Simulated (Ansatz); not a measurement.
**The perfect GaP wire along [111], 26 atoms a period, H-terminated**

What gap, if any, does the GaP wire along [111], 26 atoms a period, H-terminated have, and how does it change with the functional?

Calculated with Ansatz 0.2.0; DFT PBE, plane waves, PAW; relaxation of a wire's period; PAW set soft_1, in the first sound run; inputs show where later runs differ.

## (1) The structure

The cell holds 56 atoms: 13 Ga, 13 P and 30 H. Its edges and angles: a = 17.172 Å, b = 16.386 Å, c = 9.544 Å, α = 90.0°, β = 90.0°, γ = 90.0°. Vacuum lies along a and b. The structure's axis is c.

## (2) Relaxing the period

Band widths follow the bond lengths, so the wire is relaxed first. The atoms and the third cell vector are free; the box across stays fixed as vacuum. A Fermi-Dirac smearing is set since the result may be a metal. The pressure printed is a third of the stress's trace over the whole box, vacuum included; only the stress along the axis is relaxed.

input.yaml reads:

```yaml
crystal:
  lattice:
    - [17.172, 0.0, 0.0]
    - [0.0, 16.386, 0.0]
    - [0.0, 0.0, 9.5435999497]
  atoms:
    - { symbol: Ga, position: [0.386567888, 0.435682068, 0.0] }
    - { symbol: Ga, position: [0.500012984, 0.641600054, 0.0] }
    - { symbol: P, position: [0.386567888, 0.435682068, 0.25] }
    - { symbol: P, position: [0.500012984, 0.641600054, 0.25] }
    - { symbol: P, position: [0.61345808, 0.435682068, 0.25] }
    - { symbol: H, position: [0.311441835, 0.61841533, 0.278148008] }
    - { symbol: H, position: [0.500012984, 0.276133531, 0.278148008] }
    - { symbol: H, position: [0.688584134, 0.61841533, 0.278148008] }
    - { symbol: H, position: [0.318574055, 0.394542774, 0.299946212] }
    - { symbol: H, position: [0.500012984, 0.723878641, 0.299946212] }
    - { symbol: H, position: [0.681451913, 0.394542774, 0.299946212] }
    - { symbol: Ga, position: [0.386567888, 0.572960725, 0.333333333] }
    - { symbol: Ga, position: [0.500012984, 0.367042739, 0.333333333] }
    - { symbol: Ga, position: [0.61345808, 0.572960725, 0.333333333] }
    - { symbol: P, position: [0.386567888, 0.572960725, 0.583333333] }
    - { symbol: P, position: [0.500012984, 0.367042739, 0.583333333] }
    - { symbol: P, position: [0.61345808, 0.572960725, 0.583333333] }
    - { symbol: H, position: [0.197996739, 0.549776001, 0.611481341] }
    - { symbol: H, position: [0.273122793, 0.413412188, 0.611481341] }
    - { symbol: H, position: [0.311441835, 0.343858015, 0.611481341] }
    - { symbol: H, position: [0.311441835, 0.755693987, 0.611481341] }
    - { symbol: H, position: [0.386567888, 0.207494202, 0.611481341] }
    - { symbol: H, position: [0.461693942, 0.755693987, 0.611481341] }
    - { symbol: H, position: [0.538332026, 0.755693987, 0.611481341] }
    - { symbol: H, position: [0.61345808, 0.207494202, 0.611481341] }
    - { symbol: H, position: [0.688584134, 0.755693987, 0.611481341] }
    - { symbol: H, position: [0.688584134, 0.343858015, 0.611481341] }
    - { symbol: H, position: [0.726903175, 0.413412188, 0.611481341] }
    - { symbol: H, position: [0.802029229, 0.549776001, 0.611481341] }
    - { symbol: Ga, position: [0.273122793, 0.504321397, 0.666666667] }
    - { symbol: Ga, position: [0.386567888, 0.298403411, 0.666666667] }
    - { symbol: Ga, position: [0.386567888, 0.710239383, 0.666666667] }
    - { symbol: Ga, position: [0.500012984, 0.504321397, 0.666666667] }
    - { symbol: Ga, position: [0.61345808, 0.710239383, 0.666666667] }
    - { symbol: Ga, position: [0.61345808, 0.298403411, 0.666666667] }
    - { symbol: Ga, position: [0.726903175, 0.504321397, 0.666666667] }
    - { symbol: P, position: [0.273122793, 0.504321397, 0.916666667] }
    - { symbol: P, position: [0.386567888, 0.298403411, 0.916666667] }
    - { symbol: P, position: [0.386567888, 0.710239383, 0.916666667] }
    - { symbol: P, position: [0.500012984, 0.504321397, 0.916666667] }
    - { symbol: P, position: [0.61345808, 0.710239383, 0.916666667] }
    - { symbol: P, position: [0.61345808, 0.298403411, 0.916666667] }
    - { symbol: P, position: [0.726903175, 0.504321397, 0.916666667] }
    - { symbol: H, position: [0.205128959, 0.463182103, 0.966612879] }
    - { symbol: H, position: [0.273122793, 0.586599984, 0.966612879] }
    - { symbol: H, position: [0.318574055, 0.257264117, 0.966612879] }
    - { symbol: H, position: [0.318574055, 0.669100089, 0.966612879] }
    - { symbol: H, position: [0.386567888, 0.79251797, 0.966612879] }
    - { symbol: H, position: [0.454561722, 0.257264117, 0.966612879] }
    - { symbol: H, position: [0.545464246, 0.257264117, 0.966612879] }
    - { symbol: H, position: [0.61345808, 0.79251797, 0.966612879] }
    - { symbol: H, position: [0.681451913, 0.669100089, 0.966612879] }
    - { symbol: H, position: [0.681451913, 0.257264117, 0.966612879] }
    - { symbol: H, position: [0.726903175, 0.586599984, 0.966612879] }
    - { symbol: H, position: [0.794897009, 0.463182103, 0.966612879] }
    - { symbol: Ga, position: [0.61345808, 0.435682068, 0.0] }
kpoints:
  mp_grid: { grid: [1, 1, 9] }
scf:
  occupations: { method: fermi_dirac, width: 0.05 }
hamiltonian:
  xc: pbe
  pseudopotentials: { kind: paw, azcp: { folder: soft_1 } }
relax:
  cell: { fix: [a, b, alpha, beta, gamma] }
  max_steps: 45
  f_tol: 0.03
```

Run with:

```console
> ansatz run input.yaml --threads 4 --pin off --max-ram 16384MiB --backend cpu --events-out ev --progress --plain --runs-dir out
```

Numbers of over 12 decimals in the logs are rounded to 6 here.

Log:

```text
Engine: ansatz 0.2.0, aarch64-unknown-linux-gnu
Pseudopotentials: kind: paw
Pseudopotential: Ga, paw, valence charge 13, recommended cutoff 420 eV (normal), soft_1/Ga.paw.azcp
Pseudopotential: P, paw, valence charge 5, recommended cutoff 420 eV (normal), soft_1/P.paw.azcp
Pseudopotential: H, paw, valence charge 1, recommended cutoff 420 eV (normal), soft_1/H.paw.azcp
Functional definition: PBE
  parameter kappa = 0.804
  parameter beta = 0.066725
  exchange = pbe_x(kappa = kappa, mu = beta*pi^2/3)
  correlation = pbe_c(beta = beta)
Crystal: 56 atoms, lattice volume = 2685.382 Å³
Basis set: ecut = 420 eV, 52413 PW (Γ), exchange–correlation on 240×240×128 points (8 copies of the dense FFT grid, shifted against one another)
Bands: 188, of which v1, the nominal top of the filled ones, is band 132 counted from 1 (131 counted from 0)
Symmetry: 2 space group operations
Space group: Pm (ITA 6), of the structure as read, at distance tolerance 1.4e-4 Å
k-points: 5 of 9 (time reversal used)
Non-local potential: Ga, projectors of the file, l = 0: 2, l = 1: 2, l = 2: 3, l = 3: 1
Non-local potential: P, projectors of the file, l = 0: 2, l = 1: 2, l = 2: 1
Non-local potential: H, projectors of the file, l = 0: 2, l = 1: 1
PAW form: soft (Blöchl's): semilocal exchange-correlation on the pseudo side does not see the compensation charge
PAW one-centre angular grid: Ga, 590 points (default); XC on 64 Gauss nodes
PAW one-centre angular grid: P, 110 points (default); XC on 64 Gauss nodes
PAW one-centre angular grid: H, 110 points (default); XC on 64 Gauss nodes
Initial density: superposition of atomic densities (neutral atoms: chi_scale 0, normalization atom)
Initial wavefunctions: pseudopotential atomic-orbital guess
Functional: x = pbe(κ = 0.804, μ = 0.219515), c = pbe(β = 0.066725)
SCF iter   1: F=—  HF=-59490.449332 eV  |F-HF|=—  |Δ(HF+E_count)|=         —  Δρ=3.63e-2  dr2=3.63e1  ethr=3.10e-3  ⟨swp⟩=8.8  Hψ=4917  notcnv=0  defer=117
preconditioner: auto → Resta (q_TF=auto, 1.853 Å⁻¹)  ε∞=1.7  [insulator: Δε(μ)=3.359 eV  Ē_g=13.969 eV  σ=0.050 eV  W_gap=1.00  n_scr=282 (ndim 8)  ℏωp=11.6 eV  f_vac=0.618  D(μ)=0.00/eV (n_scr^D=0)  ε∞_Penn≈1.7  vacuum switching on, ρ_ref=1.4e-2 e/Å³]
SCF iter   2: F=—  HF=-59480.248481 eV  |F-HF|=—  |Δ(HF+E_count)|=    1.02e1  Δρ=1.59e-2  dr2=5.97e0  ethr=3.10e-3  ⟨swp⟩=4.0  Hψ=2090  notcnv=0  defer=255
SCF iter   3: F=—  HF=-59478.991087 eV  |F-HF|=—  |Δ(HF+E_count)|=    1.26e0  Δρ=4.19e-3  dr2=1.01e0  ethr=2.26e-3  ⟨swp⟩=3.2  Hψ=1874  notcnv=0  defer=217
SCF iter   4: F=—  HF=-59478.697149 eV  |F-HF|=—  |Δ(HF+E_count)|=   2.94e-1  Δρ=1.51e-3  dr2=5.79e-2  ethr=3.81e-4  ⟨swp⟩=4.2  Hψ=1568  notcnv=0  defer=217
SCF iter   5: F=—  HF=-59478.699334 eV  |F-HF|=—  |Δ(HF+E_count)|=   2.19e-3  Δρ=4.55e-4  dr2=5.58e-3  ethr=2.19e-5  ⟨swp⟩=2.0  Hψ=1808  notcnv=0  defer=217
SCF iter   6: F=—  HF=-59478.700353 eV  |F-HF|=—  |Δ(HF+E_count)|=   1.02e-3  Δρ=1.65e-4  dr2=7.91e-4  ethr=2.11e-6  ⟨swp⟩=2.0  Hψ=1383  notcnv=0  defer=217
SCF iter   7: F=—  HF=-59478.700720 eV  |F-HF|=—  |Δ(HF+E_count)|=   3.67e-4  Δρ=5.69e-5  dr2=1.67e-4  ethr=3.00e-7  ⟨swp⟩=2.0  Hψ=1308  notcnv=0  defer=217
SCF iter   8: F=—  HF=-59478.700761 eV  |F-HF|=—  |Δ(HF+E_count)|=   4.12e-5  Δρ=1.76e-5  dr2=9.02e-6  ethr=6.33e-8  ⟨swp⟩=2.0  Hψ=1373  notcnv=0  defer=217
SCF iter   9: F=—  HF=-59478.700888 eV  |F-HF|=—  |Δ(HF+E_count)|=   1.27e-4  Δρ=8.82e-6  dr2=3.06e-6  ethr=3.42e-9  ⟨swp⟩=3.0  Hψ=1409  notcnv=0  defer=217
SCF iter  10: F=—  HF=-59478.700889 eV  |F-HF|=—  |Δ(HF+E_count)|=   9.04e-7  Δρ=2.62e-6  dr2=3.91e-7  ethr=1.16e-9  ⟨swp⟩=2.0  Hψ=1308  notcnv=0  defer=217
SCF iter  11: F=-59478.700889 eV  HF=-59478.700889 eV  |F-HF|=8.99e-9  |Δ(HF+E_count)|=   1.64e-7  Δρ=9.39e-7  dr2=3.09e-8  ethr=3.79e-11  ⟨swp⟩=5.0  Hψ=3139  notcnv=0
SCF 1 converged in 11 iterations: F = -59478.700889 eV  dr2 = 3.09e-8
  greatest PAW one-centre occupation: 0.994 electrons in one spin orbital (limit 2), on the Ga atom at site 0 (counted from 0), in its partial waves of l = 2
relax step   1: F+E_penalty+E_count = -59478.70088928 eV  Δ(F+E_penalty+E_count) = +0.000e0 eV  max|allowed force component| = 1.192e0 eV/Å  Δτ_max = 0.0000 Å  P = +0.221 GPa  Ω = 2685.382 Å³  fix = [a, b, alpha, beta, gamma]  reactions: a +0.303, b +0.306 GPa; alpha -0.001 GPa/rad  (11 SCF iters, dr2 threshold 1.00e-7 eV, accepted)
Crystal: 56 atoms, lattice volume = 2685.003 Å³
Initial density: handed on by an earlier stage of this run
Initial wavefunctions: those handed on with the density
iter 1 solved again at ethr=6.38e-4 eV; its pass at ethr=3.10e-3 eV (dr2=1.68e0 eV) is discarded
SCF iter   1: F=—  HF=-59482.010788 eV  |F-HF|=—  |Δ(HF+E_count)|=         —  Δρ=1.03e-2  dr2=1.69e0  ethr=6.38e-4  ⟨swp⟩=5.2  Hψ=5278  notcnv=0
preconditioner: auto → Resta (q_TF=auto, 1.854 Å⁻¹)  ε∞=1.7  [insulator: Δε(μ)=2.038 eV  Ē_g=13.784 eV  σ=0.050 eV  W_gap=1.00  n_scr=282 (ndim 8)  ℏωp=11.6 eV  f_vac=0.654  D(μ)=0.00/eV (n_scr^D=0)  ε∞_Penn≈1.7  vacuum switching on, ρ_ref=1.4e-2 e/Å³]
SCF iter   2: F=—  HF=-59481.680097 eV  |F-HF|=—  |Δ(HF+E_count)|=   3.31e-1  Δρ=4.93e-3  dr2=3.13e-1  ethr=6.38e-4  ⟨swp⟩=4.6  Hψ=1783  notcnv=0
SCF iter   3: F=—  HF=-59481.667127 eV  |F-HF|=—  |Δ(HF+E_count)|=   1.30e-2  Δρ=1.19e-3  dr2=8.79e-2  ethr=1.18e-4  ⟨swp⟩=3.0  Hψ=1436  notcnv=0  defer=229
SCF iter   4: F=—  HF=-59481.650698 eV  |F-HF|=—  |Δ(HF+E_count)|=   1.64e-2  Δρ=3.02e-4  dr2=2.81e-3  ethr=3.33e-5  ⟨swp⟩=2.0  Hψ=971  notcnv=0  defer=229
SCF iter   5: F=—  HF=-59481.651245 eV  |F-HF|=—  |Δ(HF+E_count)|=   5.47e-4  Δρ=9.40e-5  dr2=4.05e-4  ethr=1.06e-6  ⟨swp⟩=2.0  Hψ=1600  notcnv=0  defer=229
SCF iter   6: F=—  HF=-59481.651228 eV  |F-HF|=—  |Δ(HF+E_count)|=   1.67e-5  Δρ=3.74e-5  dr2=5.01e-5  ethr=1.53e-7  ⟨swp⟩=2.0  Hψ=1371  notcnv=0  defer=229
SCF iter   7: F=-59481.651235 eV  HF=-59481.651235 eV  |F-HF|=7.41e-9  |Δ(HF+E_count)|=   7.08e-6  Δρ=1.19e-5  dr2=3.83e-6  ethr=2.12e-9  ⟨swp⟩=4.0  Hψ=3410  notcnv=0
SCF 2 converged in 7 iterations: F = -59481.651235 eV  dr2 = 3.83e-6
  greatest PAW one-centre occupation: 0.994 electrons in one spin orbital (limit 2), on the Ga atom at site 13 (counted from 0), in its partial waves of l = 2
relax step   2: F+E_penalty+E_count = -59481.65123528 eV  Δ(F+E_penalty+E_count) = -2.950e0 eV  max|allowed force component| = 5.180e-1 eV/Å  Δτ_max = 0.1971 Å  P = +0.108 GPa  Ω = 2685.003 Å³  energy of the carried Pulay correction = +5.230e-5 eV  fix = [a, b, alpha, beta, gamma]  reactions: a +0.156, b +0.156 GPa; alpha -0.000 GPa/rad  (7 SCF iters, dr2 threshold 5.60e-6 eV, accepted)
[...]
Internal energy: -59482.832562 eV  (E = F + TS)
E sigma→0 (E₀):  -59482.832562 eV
Fermi energy:    -1.600461 eV
--- Per-component energies (eV) ---
  E_band       = -3132.858463
  E_kinetic    = 2729.668306
  E_local      = -94753.369472  (includes V_loc(G=0)·N_el)
  E_nonlocal   = -768.025592
  E_hartree    = 48461.688171
  E_xc         = -2025.409859
  E_vxc        = -1847.083021  (∫ρ·V_xc dr)
  E_paw        = -33164.916211  (= ΣΔE_a)
  E_vpaw       = -5417.392529  (= ΣTr[D̂ρ^β])
  E_aug_tail   = -0.031681  (compensation charges beyond the density's cutoff)
  E_ewald      = 20037.563776
  E_smearing   = -0.000000  (= −TS)
  E_closure    = 0.000000  (closes the sum)
  Σ components = -59482.832562   (vs F -59482.832562, Δ=0.00e0)
--- Forces (eV/Å), atoms counted from 1 ---
  atom   1  Ga     0.02386977     0.01446976    -0.00951505
  atom   2  Ga     0.00000000    -0.02895574    -0.00918140
  atom   3  P     -0.00314747    -0.00357270     0.00092180
  atom   4  P     -0.00000000     0.00484782    -0.00024762
  atom   5  P      0.00314747    -0.00357270     0.00092180
  atom   6  H      0.00181183    -0.00093642     0.00165527
  atom   7  H     -0.00000000     0.00173329     0.00146222
  atom   8  H     -0.00181183    -0.00093642     0.00165527
  atom   9  H      0.00001450     0.00136011     0.00508250
  atom  10  H      0.00000000    -0.00107204     0.00588665
  atom  11  H     -0.00001450     0.00136011     0.00508250
  atom  12  Ga    -0.00768748     0.00379199    -0.00394899
  atom  13  Ga     0.00000000    -0.00651696    -0.00522377
  atom  14  Ga     0.00768748     0.00379199    -0.00394899
  atom  15  P     -0.00130814     0.00113068     0.00338470
  atom  16  P      0.00000000    -0.00303340     0.00318493
  atom  17  P      0.00130814     0.00113068     0.00338470
  atom  18  H      0.00414665    -0.00317398    -0.00170159
  atom  19  H     -0.00069768    -0.00134486    -0.00478664
  atom  20  H     -0.00190002     0.00005900    -0.00344203
  atom  21  H      0.00511736    -0.00191930    -0.00153646
  atom  22  H     -0.00113495     0.00545111    -0.00142346
  atom  23  H      0.00051738     0.00117608    -0.00440476
  atom  24  H     -0.00051738     0.00117608    -0.00440476
  atom  25  H      0.00113495     0.00545111    -0.00142346
  atom  26  H     -0.00511736    -0.00191930    -0.00153646
  atom  27  H      0.00190002     0.00005900    -0.00344203
  atom  28  H      0.00069768    -0.00134486    -0.00478664
  atom  29  H     -0.00414665    -0.00317398    -0.00170159
  atom  30  Ga    -0.00251123     0.00052476     0.00244507
  atom  31  Ga     0.00229678    -0.00273972     0.00179458
  atom  32  Ga    -0.00249525     0.00064348     0.00211939
  atom  33  Ga    -0.00000000     0.00102861     0.01608875
  atom  34  Ga     0.00249525     0.00064348     0.00211939
  atom  35  Ga    -0.00229678    -0.00273972     0.00179458
  atom  36  Ga     0.00251123     0.00052476     0.00244507
  atom  37  P     -0.01199868     0.00815979     0.01620754
  atom  38  P     -0.00074563    -0.01364236     0.01739458
  atom  39  P     -0.01313266     0.00740064     0.01737933
  atom  40  P     -0.00000000     0.00043660     0.00585305
[...]
atom  45  H      0.00247122    -0.01372422    -0.00597305
  atom  46  H      0.01010014     0.00219113    -0.00810097
  atom  47  H      0.01316298     0.00516967    -0.00723023
  atom  48  H     -0.00342329    -0.00995560    -0.00865149
  atom  49  H     -0.01080943     0.00757820    -0.00811909
  atom  50  H      0.01080943     0.00757820    -0.00811909
  atom  51  H      0.00342329    -0.00995560    -0.00865149
  atom  52  H     -0.01316298     0.00516967    -0.00723023
  atom  53  H     -0.01010014     0.00219113    -0.00810097
  atom  54  H     -0.00247122    -0.01372422    -0.00597305
  atom  55  H     -0.00613444     0.00766923    -0.00845929
  atom  56  Ga    -0.02386977     0.01446976    -0.00951505
  max |Σ_I F_I| component: 6.12e-6 eV/Å
--- Stress (GPa, compression-positive) ---
       -0.005573       0.000000      -0.000000
        0.000000      -0.007328       0.001083
       -0.000000       0.001083       0.001031
  P = ⅓ Tr σ = -0.0040 GPa (-0.040 kbar)
--- Relaxed structure (8 steps of the walk, 8 accepted, 1 SCFs on fresh bases) ---
  F+E_penalty+E_count = -59482.83256210 eV   max|allowed force component| = 2.896e-2 eV/Å   (the final SCF, on the basis selected at the relaxed cell)
  cell:  # Å, volume = 2660.8412 Å³
    - [17.172, 0, 0]
    - [0, 16.386, 0]
    - [0, 0, 9.456385]
  atoms:
    - { symbol: Ga, position: [0.388050, 0.436709, 0.00571501] }
    - { symbol: Ga, position: [0.500013, 0.639934, 0.00565638] }
    - { symbol: P, position: [0.392954, 0.439526, 0.254964] }
    - { symbol: P, position: [0.500013, 0.633904, 0.254936] }
    - { symbol: P, position: [0.607072, 0.439526, 0.254964] }
    - { symbol: H, position: [0.308219, 0.620288, 0.270033] }
    - { symbol: H, position: [0.500013, 0.272190, 0.270025] }
    - { symbol: H, position: [0.691807, 0.620288, 0.270033] }
    - { symbol: H, position: [0.324200, 0.397877, 0.298134] }
    - { symbol: H, position: [0.500013, 0.717108, 0.298213] }
    - { symbol: H, position: [0.675826, 0.397877, 0.298134] }
    - { symbol: Ga, position: [0.379823, 0.577060, 0.341197] }
    - { symbol: Ga, position: [0.500013, 0.358822, 0.341139] }
    - { symbol: Ga, position: [0.620203, 0.577060, 0.341197] }
    - { symbol: P, position: [0.383261, 0.574904, 0.590272] }
    - { symbol: P, position: [0.500013, 0.362965, 0.590247] }
    - { symbol: P, position: [0.616765, 0.574904, 0.590272] }
    - { symbol: H, position: [0.196346, 0.588972, 0.639178] }
    - { symbol: H, position: [0.244365, 0.430669, 0.591971] }
    - { symbol: H, position: [0.311470, 0.308607, 0.591315] }
    - { symbol: H, position: [0.278076, 0.737351, 0.639355] }
    - { symbol: H, position: [0.418400, 0.186219, 0.639886] }
    - { symbol: H, position: [0.432881, 0.773032, 0.591421] }
    - { symbol: H, position: [0.567145, 0.773032, 0.591421] }
    - { symbol: H, position: [0.581626, 0.186219, 0.639886] }
    - { symbol: H, position: [0.721950, 0.737351, 0.639355] }
    - { symbol: H, position: [0.688556, 0.308607, 0.591315] }
    - { symbol: H, position: [0.755661, 0.430669, 0.591971] }
    - { symbol: H, position: [0.803679, 0.588972, 0.639178] }
    - { symbol: Ga, position: [0.257911, 0.518985, 0.648057] }
    - { symbol: Ga, position: [0.391182, 0.277085, 0.648138] }
    - { symbol: Ga, position: [0.366755, 0.716689, 0.648016] }
    - { symbol: Ga, position: [0.500013, 0.504289, 0.658212] }
    - { symbol: Ga, position: [0.633271, 0.716689, 0.648016] }
    - { symbol: Ga, position: [0.608844, 0.277085, 0.648138] }
    - { symbol: Ga, position: [0.742115, 0.518985, 0.648057] }
    - { symbol: P, position: [0.273711, 0.496310, 0.905313] }
    - { symbol: P, position: [0.380093, 0.303128, 0.905222] }
    - { symbol: P, position: [0.393596, 0.713881, 0.905188] }
    - { symbol: P, position: [0.500013, 0.504400, 0.914615] }
    - { symbol: P, position: [0.606430, 0.713881, 0.905188] }
    - { symbol: P, position: [0.619933, 0.303128, 0.905222] }
    - { symbol: P, position: [0.726315, 0.496310, 0.905313] }
    - { symbol: H, position: [0.212363, 0.447851, 0.961764] }
    - { symbol: H, position: [0.259301, 0.567319, 0.987531] }
    - { symbol: H, position: [0.309356, 0.271639, 0.961547] }
    - { symbol: H, position: [0.327760, 0.691603, 0.987670] }
    - { symbol: H, position: [0.403077, 0.793857, 0.961275] }
    - { symbol: H, position: [0.431534, 0.254634, 0.987686] }
    - { symbol: H, position: [0.568492, 0.254634, 0.987686] }
    - { symbol: H, position: [0.596949, 0.793857, 0.961275] }
    - { symbol: H, position: [0.672266, 0.691603, 0.987670] }
    - { symbol: H, position: [0.690670, 0.271639, 0.961547] }
    - { symbol: H, position: [0.740725, 0.567319, 0.987531] }
    - { symbol: H, position: [0.787663, 0.447851, 0.961764] }
    - { symbol: Ga, position: [0.611976, 0.436709, 0.00571501] }
[key lines of the parts left out:]
SCF converged after 5 iterations
Free energy (F): -59482.832562 eV
```

Wall time 13 min (4 threads of Arm Neoverse V1, shared host); peak memory 8.3 GiB; 50 min of CPU time.

Relaxation path:

| step | energy less that of the first step (eV) | largest force component (eV/Å) | pressure (GPa) | volume (Å³) |
| --- | --- | --- | --- | --- |
| 1 | 0.0000 | 1.1919 | 0.22 | 2685.38 |
| 2 | -2.9503 | 0.5180 | 0.11 | 2685.00 |
| 3 | -3.6916 | 0.2673 | -0.05 | 2677.65 |
| 4 | -4.0010 | 0.2301 | 0.05 | 2658.80 |
| 5 | -4.0752 | 0.1857 | 0.09 | 2659.30 |
| 6 | -4.1241 | 0.0301 | 0.01 | 2659.62 |
| 7 | -4.1325 | 0.0171 | 0.01 | 2660.35 |
| 8 | -4.1349 | 0.0290 | 0.00 | 2660.84 |
| 9* | -4.1317 | 0.0290 | 0.00 | 2660.84 |

Relaxation steps marked * repeat the geometry before them on a plane-wave basis chosen anew for their cell, so energy and pressure can jump there.

Forces are held to the 2 operations that the run works with; a distortion that breaks them can't arise in this run.

| cell as run | before | after | change |
| --- | --- | --- | --- |
| c (Å) | 9.544 | 9.456 | -0.9 % |

The atoms that moved most (Å, along periodic axes as changes of fractional coordinates times the final cell, across vacuum about the mean position):

| atom | dx | dy | dz | length |
| --- | --- | --- | --- | --- |
| H22 | 0.547 | -0.349 | 0.269 | 0.702 |
| H25 | -0.547 | -0.349 | 0.269 | 0.702 |
| H21 | -0.573 | -0.301 | 0.264 | 0.699 |
| H26 | 0.573 | -0.301 | 0.264 | 0.699 |
| H29 | 0.028 | 0.642 | 0.262 | 0.694 |
| H18 | -0.028 | 0.642 | 0.262 | 0.694 |
| H27 | 0.000 | -0.578 | -0.191 | 0.608 |
| H20 | 0.000 | -0.578 | -0.191 | 0.608 |

This step gave:

- cell length along the wire: 9.456 Å

The cell's length comes to 9.456 Å with spin left out.

[end of part 1 of 2]

[Logs are printed without paths, hosts, clocks, repeated set-up lines and the standing remarks that a program may print on its own settings, such as how far it seeks lower states.]

[Hosts, paths, dates, database ids (printed as entryN), source tags and the programs' standing remarks are cut or masked in the printed files.]
